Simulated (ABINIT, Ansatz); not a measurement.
# Ba2SrTeO6 (R-3): G0W0 with ABINIT, start to end, part 3 of 3

Aim: the G0W0 gap of Ba2SrTeO6 (R-3) on LDA, step by step.

ABINIT 10.8.3; LDA and many-body steps on it, plane waves. Known limits of the many-body steps: not at the basis limit; no spin-orbit coupling; coarse k mesh.

So far. Step 4 (Empty states on the mesh, 2×2×2 mesh, 524 bands): On this mesh the gap is 2.939 eV. Step 5 (Screening, 2×2×2 mesh, 478 bands, screening to 217.7 eV): Local fields lower ε∞ by 11 %. On a Γ-centred mesh this coarse the value itself is usually too large, while a short band sum pulls it down.

## 6. Self-energy, 2×2×2 mesh, 478 bands, screening to 217.7 eV

The self-energy is evaluated for the states that the input lists, and the levels follow from it, in one-shot runs by the linearised quasiparticle equation.

This step: G0W0 on LDA, plane waves, norm-conserving pseudopotentials.

run.abi reads:

```
acell 3*1.0 Angstrom
rprim 
  3.094471017325 1.786593674874 4.966610984592
  -3.094471017325 1.786593674874 4.966610984592
  0.000000000000 -3.573187349682 4.966610984616
ntypat 4
znucl 56 38 52 8
natom 10
typat 1 1 2 3 4 4 4 4 4 4
xred 
  0.252060000000 0.252060000000 0.252060000000
  0.747940000000 0.747940000000 0.747940000000
  0.000000000000 0.000000000000 0.000000000000
  0.500000000000 0.500000000000 0.500000000000
  0.328441000000 0.717506000000 0.226340000000
  0.717506000000 0.226340000000 0.328441000000
  0.226340000000 0.328441000000 0.717506000000
  0.671559000000 0.282494000000 0.773660000000
  0.773660000000 0.671559000000 0.282494000000
  0.282494000000 0.773660000000 0.671559000000
pp_dirpath "pseudos"
pseudos "Ba.upf, Sr.upf, Te.upf, O.upf"
ecut 42
ngkpt 2 2 2
nshiftk 1
shiftk 0 0 0
kptopt 1
chksymbreak 0
istwfk *1
occopt 1
irdwfk 1
optdriver 4
nband 478
gwcalctyp 0
ecutsigx 42
symsigma 1
nkptgw 2
kptgw 
  0.5000000000 0.5000000000 0.0000000000
  0.0000000000 0.0000000000 0.0000000000
bdgw 
  44 47
  43 48
ecuteps 8
irdscr 1
ppmodel 1
indata_prefix "in"
outdata_prefix "out"
tmpdata_prefix "tmp"
```

Launch:

```bash
OMP_NUM_THREADS=1 mpirun -n 4 abinit run.abi > log
```

Numbers of over 12 decimals in the logs are rounded to 6 here.

The program printed:

```text
.Version 10.8.3 of ABINIT. v10.8.2 released Aug 2026.

 Symmetries : space group R-3 (#148); Bravais hR (rhombohedral)
[... echo of the input left out ...]
== DATASET  1 ==================================================================
-   mpi_nproc: 4, omp_nthreads: 1 (-1 if OMP is not activated)

--- !DatasetInfo
iteration_state: {dtset: 1, }
dimensions: {natom: 10, nkpt: 4, mband: 478, nsppol: 1, nspinor: 1, nspden: 1, mpw: 14476, }
cutoff_energies: {ecut:  42.0, pawecutdg:  -1.0, }
electrons: {nelect:   9.00000000E+01, charge:   0.00000000E+00, occopt:   1.00000000E+00, tsmear:   1.00000000E-02, }

 SIGMA: Calculation of the GW corrections

 Based on a program developped by R.W. Godby, V. Olevano, G. Onida, and L. Reining.
 Incorporated in ABINIT by V. Olevano, G.-M. Rignanese, and M. Torrent.
.Using double precision arithmetic ; gwpc =  8

[... cell and pseudopotentials left out ...]
--------------------------------------------------------------------------------

 ==== K-mesh for the wavefunctions ====
 Number of points in the irreducible wedge :     4
[... list of points left out ...]
 Together with  6 symmetry operations and time-reversal symmetry
 yields     8 points in the full Brillouin Zone.

 ==== Q-mesh for screening function ====
 Number of points in the irreducible wedge :     4
[... list of points left out ...]
 Together with  6 symmetry operations and time-reversal symmetry
 yields     8 points in the full Brillouin Zone.

 vcoul_init : cutoff-mode = AUXILIARY_FUNCTION
 q-points for optical limit:   1
     1)      0.000010    0.000020    0.000030
 setmesh: FFT mesh size selected  =    72x   72x   72
          total number of points  =       373248

 Number of electrons calculated from density =   90.0000; Expected =   90.0000
 average of density, n =  0.080951
 r_s =    1.4340
 omega_plasma =   27.4452 [eV]

 === KS Band Gaps ===
  >>>> For spin  1
   Minimum direct gap =   3.0686 [eV], located at k-point      :   0.0000  0.0000  0.0000
   Fundamental gap    =   2.9390 [eV], Top of valence bands at :   0.5000  0.5000  0.0000
                                       Bottom of conduction at :   0.0000  0.0000  0.0000
 SIGMA fundamental parameters:
 PLASMON POLE MODEL  1
 number of plane-waves for SigmaX                14397
 number of plane-waves for SigmaC and W           1241
 number of plane-waves for wavefunctions         14397
 number of bands                                   478
 number of independent spin polarizations            1
 number of spinorial components                      1
 number of k-points in IBZ                           4
 number of q-points in IBZ                           4
 number of symmetry operations                       6
 number of k-points in BZ                            8
 number of q-points in BZ                            8
 number of frequencies for dSigma/dE                 9
 frequency step for dSigma/dE [eV]                0.25
 number of omega for Sigma on real axis              0
 max omega for Sigma on real axis  [eV]           0.00
 zcut for avoiding poles [eV]                     0.10

 EPSILON^-1 parameters (SCR file):
 dimension of the eps^-1 matrix on file           1241
 dimension of the eps^-1 matrix used              1241
 number of plane-waves for wavefunctions         14397
 number of bands                                   478
 number of q-points in IBZ                           4
 number of frequencies                               2
 number of real frequencies                          1
 number of imag frequencies                          1

 matrix elements of self-energy operator (all in [eV])

 Perturbative Calculation

--- !SelfEnergy_ee
iteration_state: {dtset: 1, }
kpoint     : [   0.500,    0.500,    0.000, ]
spin       : 1
KS_gap     :    3.385
QP_gap     :    5.635
Delta_QP_KS:    2.249
data: !SigmaeeData |
     Band     E0 <VxcDFT>   SigX SigC(E0)      Z dSigC/dE  Sig(E)    E-E0       E
       44   4.432 -17.973 -23.013   4.257   0.783  -0.278 -18.586  -0.613   3.820
       45   5.078 -19.254 -24.338   4.410   0.778  -0.285 -19.779  -0.525   4.553
       46   8.463 -18.539 -13.614  -2.809   0.815  -0.227 -16.814   1.725  10.188
       47  11.093 -12.109  -6.776  -3.768   0.844  -0.185 -10.788   1.320  12.414

--- !SelfEnergy_ee
iteration_state: {dtset: 1, }
kpoint     : [   0.000,    0.000,    0.000, ]
spin       : 1
KS_gap     :    3.069
QP_gap     :    5.107
Delta_QP_KS:    2.039
data: !SigmaeeData |
     Band     E0 <VxcDFT>   SigX SigC(E0)      Z dSigC/dE  Sig(E)    E-E0       E
       43   4.944 -18.906 -23.972   4.371   0.779  -0.283 -19.447  -0.541   4.402
       44   4.944 -18.906 -23.972   4.371   0.779  -0.283 -19.447  -0.541   4.402
       45   4.948 -19.111 -24.265   4.460   0.778  -0.285 -19.651  -0.540   4.408
       46   8.017 -16.720 -11.989  -2.908   0.822  -0.216 -15.221   1.499   9.515
       47  10.028 -10.518  -5.609  -3.583   0.855  -0.170  -9.384   1.133  11.161
       48  10.028 -10.518  -5.609  -3.583   0.855  -0.170  -9.384   1.133  11.161

== END DATASET(S) ==============================================================
================================================================================

 -outvars: echo values of variables after computation  --------
           etotal      0.0000000000E+00
            nband         478
             nkpt           4
          spgroup         148
 [... the other variables as echoed above ...]

 Calculation completed.
```

Elapsed: 13 min, on 4 MPI ranks of Intel Xeon Platinum 8259CL at 2.50GHz (Skylake/Cascade Lake), shared host; peak memory 6.2 GiB; 51 min of CPU time.

Numbers from this step:

```
G0W0 gap on the points computed              : 4.962 eV
starting gap on the mesh                     : 2.939 eV
k of the valence top                         : 0.5, 0.5, 0
k of the conduction bottom                   : 0, 0, 0
Z at the valence top                         : 0.778
Z at the conduction bottom                   : 0.822
least direct G0W0 gap on the computed points : 5.107 eV
```

The gap on the mesh goes from 2.94 eV to 4.96 eV, a correction of +2.02 eV.

Limits: finite bands, cutoff and mesh; no spin-orbit coupling; coarse k mesh. v1 is the top filled band, c1 the lowest empty one. The levels before and after the correction (eV, zero at the valence-band top of each column):

```csv
,conduction bottom,valence top
Kohn-Sham,2.94,0.00
G0W0,4.96,0.00
```

```csv
,level,energy (eV)
Kohn-Sham,(0.5 0.5 0) v2,-0.645
Kohn-Sham,(0.5 0.5 0) v1,0.000
Kohn-Sham,(0.5 0.5 0) c1,3.386
Kohn-Sham,(0.5 0.5 0) c2,6.016
Kohn-Sham,Γ v3-v2,-0.134
Kohn-Sham,Γ v1,-0.130
Kohn-Sham,Γ c1,2.939
Kohn-Sham,Γ c2-c3,4.950
G0W0,(0.5 0.5 0) v2,-0.733
G0W0,(0.5 0.5 0) v1,0.000
G0W0,(0.5 0.5 0) c1,5.635
G0W0,(0.5 0.5 0) c2,7.861
G0W0,Γ v3-v2,-0.151
G0W0,Γ v1,-0.145
G0W0,Γ c1,4.962
G0W0,Γ c2-c3,6.608
```

## 7. Where the time went

Times are wall times on 4 MPI ranks of Intel Xeon Platinum 8259CL at 2.50GHz (Skylake/Cascade Lake), shared host, good to a factor of about two.

```csv
step,time,share,memory (GiB)
ground state,7.8 min,9 %,0.8
bands along the symmetry lines,8.6 min,10 %,0.81
empty states on the mesh,26 min,31 %,1.0
screening,28 min,34 %,6.2
self-energy,13 min,15 %,6.2
```

## 8. What came out

```yaml
lda_gap: 2.94 eV, indirect
g0w0_gap_on_the_mesh: 4.96 eV
gw_settings: 2×2×2 mesh, 478 bands, screening to 217.7 eV, Godby-Needs plasmon pole
known_limits: not at the basis limit; no spin-orbit coupling; coarse k mesh
```

**Reading.** G0W0 moves the gap on the mesh from 2.94 eV to 4.96 eV (+2.02 eV), with Z of 0.78 and 0.82 at the edges. Local fields lower the RPA ε∞ on this mesh from 4.50 to 4.00; a Γ-centred mesh this coarse tends to raise both, most where the direct gap is narrow, while a short band sum lowers them. Only 2 of the mesh's irreducible points were corrected, so a valley elsewhere could overtake. Bands and cutoff are finite, so the gap is not at the basis limit. The miss can reach some tenths of an eV and take either sign; the mesh is an error of its own. In the G0W0 run levels were corrected at 2 k points alone, so a gap called «on the mesh» is the least over those, and an edge elsewhere would be missed. The 2×2×2 mesh is coarse for this cell, which bears on the long-range parts of exchange and screening. The many-body steps are scalar-relativistic: spin-orbit coupling is not in them.

[Paths, hosts, dates, memory and timing lines, banners, echoed tables and standing remarks are left out of the program output.]

[Logs are printed without paths, hosts, clocks, repeated set-up lines and the standing remarks that a program may print on its own settings, such as how far it seeks lower states.]

[Runs of the session that timed out or met a known fault of the program may be left out.]

[Hosts, paths, dates, database ids (printed as entryN), source tags and the programs' standing remarks are cut or masked in the printed files.]

[G0W0 gaps are taken among the corrected bands and points alone; a level outside them can change the order at an edge.]

[Where Ansatz stands beside ABINIT at settings called matched, ABINIT's density can come from a denser mesh and the files from another edition; pairs whose starting gaps differed by over 0.03 eV were left out, so agreement reads better than it is.]
